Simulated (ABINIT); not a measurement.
# SnSe (F-43m): phonons by linear response

How does SnSe (F-43m) vibrate, and is this structure a minimum?

Calculated with ABINIT 10.8.3; DFT LDA, scalar-relativistic, plane waves, HGH norm-conserving pseudopotentials.

The structure was built from a prototype and need not be the compound's stable phase.

**1. Starting point**

Symmetry: F-43m, No. 216, cubic system. The conventional cell has a = 6.686 Å, b = 6.686 Å, c = 6.686 Å, α = 90.00°, β = 90.00°, γ = 90.00°. Sn has 4 Se at 2.90 Å nearest. Se has 4 Sn at 2.90 Å nearest. Farther neighbours and most contacts between anions are not listed.

**2. A first look**

A first run with smearing and empty bands tells whether the crystal has a gap, which decides between fixed occupations and smearing later on.

Contents of probe.abi:

```
# ground state
tolvrs 1.0d-08
prtden 1
prtwf 1
prtpot 1

# basis, mesh and filling
ecut 20.0
ixc 7
ngkpt 6 6 6
nshiftk 1
shiftk 0.0 0.0 0.0
istwfk *1
occopt 7
tsmear 0.005
nband 11
nstep 100
diemac 9.0
prtebands 0
prtgsr 0
useylm 1

# cell and atoms
acell 3*1.0 Angstrom
rprim 
    0.0 3.34309 3.34309
    3.34309 0.0 3.34309
    3.34309 3.34309 0.0
ntypat 2
znucl 50 34
natom 2
typat 1 2
xred 
    0.0 0.0 0.0
    0.25 0.25 0.25
pp_dirpath "./pseudo"
pseudos "Sn.hgh, Se.hgh"
```

Launch:

```
$ OMP_NUM_THREADS=1 mpirun -n 2 abinit probe.abi > probe.log
```

Numbers of over 12 decimals in the logs are rounded to 6 here.

probe.abo, the main output file:

```text
[banners, grids, parts of the stress and lines that vanish by symmetry left out]
- input  file    -> probe.abi
- output file    -> probe.abo
- root for input  files -> probei
[...]
Symmetries : space group F-4 3 m (#216); Bravais cF (face-center cubic)
[...]
mpw =        2176          nfft =       46656          nkpt =          16
[...]
== DATASET  1 ==================================================================
[...]
cutoff_energies: {ecut:  20.0, pawecutdg:  -1.0, }
[...]
Exchange-correlation functional for the present dataset will be:
  LDA: Perdew-Wang 92 LSD fit to Ceperley-Alder data - ixc=7
[...]
ETOT  1  -13.038093909843    -1.304E+01 1.240E-02 1.014E+02
 ETOT  2  -13.060150097655    -2.206E-02 2.927E-04 2.565E+01
 ETOT  3  -13.067881417945    -7.731E-03 1.916E-04 1.927E+00
 ETOT  4  -13.068361078323    -4.797E-04 2.462E-05 4.700E-02
 ETOT  5  -13.068368715248    -7.637E-06 1.189E-05 7.396E-04
 ETOT  6  -13.068368889043    -1.738E-07 4.405E-06 4.614E-06
 ETOT  7  -13.068368890404    -1.361E-09 1.975E-06 2.158E-08
 ETOT  8  -13.068368890407    -2.235E-12 9.734E-07 2.306E-09
 At SCF step    8       vres2   =  2.31E-09 < tolvrs=  1.00E-08 =>converged.
[...]
sigma(1 1)=  7.40526559E-05  sigma(3 2)=  0.00000000E+00
  sigma(2 2)=  7.40526559E-05  sigma(3 1)=  0.00000000E+00
  sigma(3 3)=  7.40526559E-05  sigma(2 1)=  0.00000000E+00
[...]
convergence: {deltae: -2.235E-12, res2:  2.306E-09, residm:  9.734E-07, diffor: null, }
etotal    :  -1.30683689E+01
[...]
sigma(1 1)=  7.40526559E-05  sigma(3 2)=  0.00000000E+00
  sigma(2 2)=  7.40526559E-05  sigma(3 1)=  0.00000000E+00
  sigma(3 3)=  7.40526559E-05  sigma(2 1)=  0.00000000E+00
[...]
- sigma(1 1)=  2.17870436E+00  sigma(3 2)=  0.00000000E+00
- sigma(2 2)=  2.17870436E+00  sigma(3 1)=  0.00000000E+00
- sigma(3 3)=  2.17870436E+00  sigma(2 1)=  0.00000000E+00
[...]
fcart     -0.0000000000E+00 -0.0000000000E+00 -0.0000000000E+00
           strten      7.4052655898E-05  7.4052655898E-05  7.4052655898E-05
================================================================================

[key lines of the parts left out:]
pressure_GPa:  -2.1787E+00
```

It took 9.7 s on 2 MPI ranks of Intel Xeon at 2.70GHz, shared host.

Read from the output:

- volume per atom: 37.36 Å³
- pressure: -2.179 GPa
- gap on the k-mesh: 0 eV

No gap opens on this mesh, so smearing is kept; the printed pressure holds the stress of the finite basis too.

**3. Rough relaxation**

The typed start is rough, so a first relaxation with smearing and loose thresholds takes it towards rest cheaply.

Contents of prerelax.abi:

```
# relaxation
ionmov 2
optcell 2
dilatmx 1.15
chkdilatmx 0
ntime 40
tolmxf 3.0d-04
tolvrs 1.0d-10
prtwf 0
prtden 0
chksymtnons 0

# basis, mesh and filling
ecut 21.0
ecutsm 3.0
ixc 7
ngkpt 4 4 4
nshiftk 1
shiftk 0.0 0.0 0.0
istwfk *1
occopt 7
tsmear 0.005
nband 11
nstep 100
diemac 1000000.0
prtebands 0
prtgsr 0
useylm 1

# cell and atoms
acell 3*1.0 Angstrom
rprim 
    0.0 3.34309 3.34309
    3.34309 0.0 3.34309
    3.34309 3.34309 0.0
ntypat 2
znucl 50 34
natom 2
typat 1 2
xred 
    0.0 0.0 0.0
    0.25 0.25 0.25
pp_dirpath "./pseudo"
pseudos "Sn.hgh, Se.hgh"
```

Launch:

```
$ OMP_NUM_THREADS=1 mpirun -n 2 abinit prerelax.abi > prerelax.log
```

prerelax.abo, the main output file:

```text
[banners, grids, parts of the stress and lines that vanish by symmetry left out]
- input  file    -> prerelax.abi
- output file    -> prerelax.abo
- root for input  files -> prerelaxi
[...]
Symmetries : space group F-4 3 m (#216); Bravais cF (face-center cubic)
[...]
mpw =        3543          nfft =       91125          nkpt =           8
[...]
== DATASET  1 ==================================================================
[...]
cutoff_energies: {ecut:  21.0, pawecutdg:  -1.0, }
[...]
Exchange-correlation functional for the present dataset will be:
  LDA: Perdew-Wang 92 LSD fit to Ceperley-Alder data - ixc=7
[...]
ETOT  1  -13.039111545852    -1.304E+01 1.081E-02 1.924E+02
 ETOT  2  -13.064742567724    -2.563E-02 4.700E-04 2.765E+01
 ETOT  3  -13.068964597187    -4.222E-03 4.358E-04 2.612E+00
 ETOT  4  -13.069251705856    -2.871E-04 2.753E-04 1.285E-01
[...]
ETOT  8  -13.070721154225     6.892E-13 4.337E-15 4.872E-12
 At SCF step    8       vres2   =  4.87E-12 < tolvrs=  1.00E-10 =>converged.
[...]
sigma(1 1)= -1.46890215E-07  sigma(3 2)=  0.00000000E+00
  sigma(2 2)= -1.46890215E-07  sigma(3 1)=  0.00000000E+00
  sigma(3 3)= -1.46890215E-07  sigma(2 1)=  0.00000000E+00
[...]
convergence: {deltae:  6.892E-13, res2:  4.872E-12, residm:  4.337E-15, diffor: null, }
etotal    :  -1.30707212E+01
[...]
At Broyd/MD step   4, gradients are converged :
[...]
sigma(1 1)= -1.46890215E-07  sigma(3 2)=  0.00000000E+00
  sigma(2 2)= -1.46890215E-07  sigma(3 1)=  0.00000000E+00
  sigma(3 3)= -1.46890215E-07  sigma(2 1)=  0.00000000E+00
[...]
- sigma(1 1)= -4.32165933E-03  sigma(3 2)=  0.00000000E+00
- sigma(2 2)= -4.32165933E-03  sigma(3 1)=  0.00000000E+00
- sigma(3 3)= -4.32165933E-03  sigma(2 1)=  0.00000000E+00
[...]
fcart     -0.0000000000E+00 -0.0000000000E+00 -0.0000000000E+00
           strten     -1.4689021499E-07 -1.4689021499E-07 -1.4689021499E-07
================================================================================

[key lines of the parts left out:]
pressure_GPa:   4.3217E-03
Total energy (etotal) [Ha]= -1.30707211542251E+01
```

The job ended after 34 s (2 MPI ranks).

The steps of the relaxation:

| step | energy less that of the first step (eV) | largest force (eV/Å) | volume (Å³) |
| --- | --- | --- | --- |
| 1 | 0.0000 | 0.0000 | 74.73 |
| 2 | -0.0069 | 0.0000 | 74.21 |
| 3 | -0.0397 | 0.0000 | 68.98 |
| 4 | -0.0398 | 0.0000 | 69.23 |

| conventional cell, symmetrised | before | after | change |
| --- | --- | --- | --- |
| a (Å) | 6.686 | 6.518 | -2.5 % |
| b (Å) | 6.686 | 6.518 | -2.5 % |
| c (Å) | 6.686 | 6.518 | -2.5 % |
| volume (Å³/atom) | 37.36 | 34.61 | -7.4 % |

The relaxed structure:

```cif
data_structure
_symmetry_space_group_name_H-M 'P 1'
_symmetry_Int_Tables_number 1
_cell_length_a 4.6089
_cell_length_b 4.6089
_cell_length_c 4.6089
_cell_angle_alpha 60.000
_cell_angle_beta 60.000
_cell_angle_gamma 60.000
_cell_volume 69.23
loop_
_atom_site_label
_atom_site_type_symbol
_atom_site_fract_x
_atom_site_fract_y
_atom_site_fract_z
_atom_site_occupancy
Sn1 Sn 0.00000 0.00000 0.00000 1
Se2 Se 0.25000 0.25000 0.25000 1
```

This step gave:

- volume per atom: 34.61 Å³
- pressure: 0.004322 GPa

The volume changes by -7.4 % in this run and stands -7.4 % from the first cell.

**4. Relaxation**

The harmonic expansion needs vanishing forces, and a free crystal bears no stress, so cell and atoms are brought to rest. Stress is more sensitive to the basis than forces are: the last 3 Ha under the cutoff are smoothed with ecutsm, and the cutoff is raised above that of the later runs.

Contents of relax.abi:

```
# relaxation
ionmov 2
optcell 2
dilatmx 1.08
ntime 40
tolmxf 1.0d-05
tolvrs 1.0d-14
prtwf 0
prtden 0
chksymtnons 0

# basis, mesh and filling
ecut 26.0
ecutsm 3.0
ixc 7
ngkpt 8 8 8
nshiftk 1
shiftk 0.0 0.0 0.0
istwfk *1
occopt 3
tsmear 0.01
nband 11
nstep 100
diemac 1000000.0
prtebands 0
prtgsr 0
useylm 1

# cell and atoms
acell 3*1.0 Angstrom
rprim 
    0.0 3.258975102 3.258975102
    3.258975102 0.0 3.258975102
    3.258975102 3.258975102 0.0
ntypat 2
znucl 50 34
natom 2
typat 1 2
xred 
    0.0 0.0 0.0
    0.25 0.25 0.25
pp_dirpath "./pseudo"
pseudos "Sn.hgh, Se.hgh"
```

Launch:

```
$ OMP_NUM_THREADS=1 mpirun -n 2 abinit relax.abi > relax.log
```

relax.abo, the main output file:

```text
[banners, grids, parts of the stress and lines that vanish by symmetry left out]
- input  file    -> relax.abi
- output file    -> relax.abo
- root for input  files -> relaxi
[...]
Symmetries : space group F-4 3 m (#216); Bravais cF (face-center cubic)
[...]
mpw =        3750          nfft =       91125          nkpt =          29
[...]
== DATASET  1 ==================================================================
[...]
cutoff_energies: {ecut:  26.0, pawecutdg:  -1.0, }
[...]
Exchange-correlation functional for the present dataset will be:
  LDA: Perdew-Wang 92 LSD fit to Ceperley-Alder data - ixc=7
[...]
ETOT  1  -13.048200874198    -1.305E+01 1.542E-02 1.646E+02
 ETOT  2  -13.071828483266    -2.363E-02 1.467E-03 1.540E+01
 ETOT  3  -13.073877230059    -2.049E-03 4.568E-04 2.019E+00
 ETOT  4  -13.074075697949    -1.985E-04 2.327E-04 9.820E-02
 ETOT  5  -13.074081718112    -6.020E-06 3.931E-05 1.066E-03
[...]
At SCF step   12       vres2   =  4.29E-17 < tolvrs=  1.00E-14 =>converged.
[...]
sigma(1 1)= -1.79201400E-05  sigma(3 2)=  0.00000000E+00
  sigma(2 2)= -1.79201400E-05  sigma(3 1)=  0.00000000E+00
  sigma(3 3)= -1.79201400E-05  sigma(2 1)=  0.00000000E+00
[...]
convergence: {deltae: -4.245E-13, res2:  4.295E-17, residm:  2.941E-06, diffor: null, }
etotal    :  -1.30740818E+01
[...]
ETOT  1  -13.074089169913    -1.307E+01 1.710E-06 4.129E-02
[...]
At SCF step    9       vres2   =  5.06E-15 < tolvrs=  1.00E-14 =>converged.
[...]
sigma(1 1)= -1.59047949E-05  sigma(3 2)=  0.00000000E+00
  sigma(2 2)= -1.59047949E-05  sigma(3 1)=  0.00000000E+00
  sigma(3 3)= -1.59047949E-05  sigma(2 1)=  0.00000000E+00
[...]
convergence: {deltae:  4.050E-13, res2:  5.063E-15, residm:  8.245E-08, diffor: null, }
etotal    :  -1.30740946E+01
[...]
ETOT  1  -13.073780882999    -1.307E+01 4.167E-07 2.723E+00
[...]
At SCF step   10       vres2   =  1.29E-15 < tolvrs=  1.00E-14 =>converged.
[...]
sigma(1 1)= -2.29489851E-07  sigma(3 2)=  0.00000000E+00
  sigma(2 2)= -2.29489851E-07  sigma(3 1)=  0.00000000E+00
  sigma(3 3)= -2.29489851E-07  sigma(2 1)=  0.00000000E+00
[...]
convergence: {deltae:  5.116E-13, res2:  1.288E-15, residm:  4.488E-10, diffor: null, }
etotal    :  -1.30741430E+01
[...]
ETOT  1  -13.074142968798    -1.307E+01 2.554E-09 5.910E-04
[...]
ETOT  7  -13.074143047144     4.796E-13 8.527E-11 1.305E-12
 ETOT  8  -13.074143047144    -2.718E-13 7.103E-11 8.141E-15
 At SCF step    8       vres2   =  8.14E-15 < tolvrs=  1.00E-14 =>converged.
[...]
sigma(1 1)= -3.04059580E-09  sigma(3 2)=  0.00000000E+00
  sigma(2 2)= -3.04059580E-09  sigma(3 1)=  0.00000000E+00
  sigma(3 3)= -3.04059580E-09  sigma(2 1)=  0.00000000E+00
[...]
convergence: {deltae: -2.718E-13, res2:  8.141E-15, residm:  7.103E-11, diffor: null, }
etotal    :  -1.30741430E+01
[...]
At Broyd/MD step   4, gradients are converged :
[...]
sigma(1 1)= -3.04059580E-09  sigma(3 2)=  0.00000000E+00
  sigma(2 2)= -3.04059580E-09  sigma(3 1)=  0.00000000E+00
  sigma(3 3)= -3.04059580E-09  sigma(2 1)=  0.00000000E+00
[...]
- sigma(1 1)= -8.94574170E-05  sigma(3 2)=  0.00000000E+00
- sigma(2 2)= -8.94574170E-05  sigma(3 1)=  0.00000000E+00
- sigma(3 3)= -8.94574170E-05  sigma(2 1)=  0.00000000E+00
[...]
fcart     -0.0000000000E+00 -0.0000000000E+00 -0.0000000000E+00
           strten     -3.0405958012E-09 -3.0405958016E-09 -3.0405958020E-09
================================================================================

[key lines of the parts left out:]
pressure_GPa:   8.9457E-05
Total energy (etotal) [Ha]= -1.30741430471445E+01
```

It took 89 s on 2 MPI ranks.

Relaxation path:

| step | energy less that of the first step (eV) | largest force (eV/Å) | volume (Å³) |
| --- | --- | --- | --- |
| 1 | 0.0000 | 0.0000 | 69.23 |
| 2 | -0.0003 | 0.0000 | 69.34 |
| 3 | -0.0017 | 0.0000 | 70.24 |
| 4 | -0.0017 | 0.0000 | 70.25 |

| conventional cell, symmetrised | before | after | change |
| --- | --- | --- | --- |
| a (Å) | 6.518 | 6.550 | +0.5 % |
| b (Å) | 6.518 | 6.550 | +0.5 % |
| c (Å) | 6.518 | 6.550 | +0.5 % |
| volume (Å³/atom) | 34.61 | 35.13 | +1.5 % |

The relaxed structure:

```xyz
2
Lattice="0.0000 3.2750 3.2750 3.2750 0.0000 3.2750 3.2750 3.2750 0.0000" Properties=species:S:1:pos:R:3 pbc="T T T"
Sn    0.0000    0.0000    0.0000
Se    1.6375    1.6375    1.6375
```

This step gave:

```yaml
volume_per_atom: 35.13 Å³
pressure: 8.95e-5 GPa
```

The volume changes by +1.5 % in this run and stands -6.0 % from the first cell.

**5. Self-consistent run for the response**

The response is built on these wavefunctions, so the potential is converged far more tightly than an energy would need. Smearing stays on, as the first look found no gap above 0.3 eV.

Contents of gs.abi:

```
# ground state
tolvrs 1.0d-16
prtden 1
prtwf 1
prtpot 1

# basis, mesh and filling
ecut 20.0
ixc 7
ngkpt 8 8 8
nshiftk 1
shiftk 0.0 0.0 0.0
istwfk *1
occopt 3
tsmear 0.01
nband 11
nstep 100
diemac 1000000.0
prtebands 0
prtgsr 0
useylm 1

# cell and atoms
acell 3*1.0 Angstrom
rprim 
    0.0 3.27496299 3.27496299
    3.27496299 0.0 3.27496299
    3.27496299 3.27496299 0.0
ntypat 2
znucl 50 34
natom 2
typat 1 2
xred 
    0.0 0.0 0.0
    0.25 0.25 0.25
pp_dirpath "./pseudo"
pseudos "Sn.hgh, Se.hgh"
```

Launch:

```
$ OMP_NUM_THREADS=1 mpirun -n 2 abinit gs.abi > gs.log
```

gs.abo, the main output file:

```text
[banners, grids, parts of the stress and lines that vanish by symmetry left out]
- input  file    -> gs.abi
- output file    -> gs.abo
- root for input  files -> gsi
[...]
Symmetries : space group F-4 3 m (#216); Bravais cF (face-center cubic)
[...]
mpw =        2085          nfft =       46656          nkpt =          29
[...]
== DATASET  1 ==================================================================
[...]
cutoff_energies: {ecut:  20.0, pawecutdg:  -1.0, }
[...]
Exchange-correlation functional for the present dataset will be:
  LDA: Perdew-Wang 92 LSD fit to Ceperley-Alder data - ixc=7
[...]
ETOT  1  -13.046033792959    -1.305E+01 2.635E-02 8.512E+01
 ETOT  2  -13.069631553914    -2.360E-02 1.502E-03 8.478E+00
 ETOT  3  -13.071873985590    -2.242E-03 2.821E-04 1.074E+00
 ETOT  4  -13.072081643789    -2.077E-04 1.368E-04 5.385E-02
 ETOT  5  -13.072088039102    -6.395E-06 1.027E-04 5.714E-04
[...]
ETOT 11  -13.072088169233    -7.994E-14 1.744E-05 6.530E-15
 ETOT 12  -13.072088169233     1.883E-13 1.286E-05 2.268E-17
 At SCF step   12       vres2   =  2.27E-17 < tolvrs=  1.00E-16 =>converged.
[...]
sigma(1 1)=  2.00783525E-05  sigma(3 2)=  0.00000000E+00
  sigma(2 2)=  2.00783525E-05  sigma(3 1)=  0.00000000E+00
  sigma(3 3)=  2.00783525E-05  sigma(2 1)=  0.00000000E+00
[...]
convergence: {deltae:  1.883E-13, res2:  2.268E-17, residm:  1.286E-05, diffor: null, }
etotal    :  -1.30720882E+01
[...]
sigma(1 1)=  2.00783525E-05  sigma(3 2)=  0.00000000E+00
  sigma(2 2)=  2.00783525E-05  sigma(3 1)=  0.00000000E+00
  sigma(3 3)=  2.00783525E-05  sigma(2 1)=  0.00000000E+00
[...]
- sigma(1 1)=  5.90725525E-01  sigma(3 2)=  0.00000000E+00
- sigma(2 2)=  5.90725525E-01  sigma(3 1)=  0.00000000E+00
- sigma(3 3)=  5.90725525E-01  sigma(2 1)=  0.00000000E+00
[...]
fcart     -0.0000000000E+00 -0.0000000000E+00 -0.0000000000E+00
           strten      2.0078352477E-05  2.0078352477E-05  2.0078352477E-05
================================================================================

[key lines of the parts left out:]
pressure_GPa:  -5.9073E-01
```

Wall time 14 s (2 MPI ranks); 27 s of CPU time.

Read from the output:

* pressure: -0.5907 GPa

The cell stands at -0.59 GPa: the relaxation ran with a smoothed and higher cutoff, and the difference is a stress of the finite basis.

(Part 1 of 3 ends here.)

[Host names and launcher messages were left out of these logs when they were recorded.]

[Logs are printed without paths, hosts, clocks, repeated set-up lines and the standing remarks that a program may print on its own settings, such as how far it seeks lower states.]

[Hosts, paths, dates, database ids (printed as entryN), source tags and the programs' standing remarks are cut or masked in the printed files.]
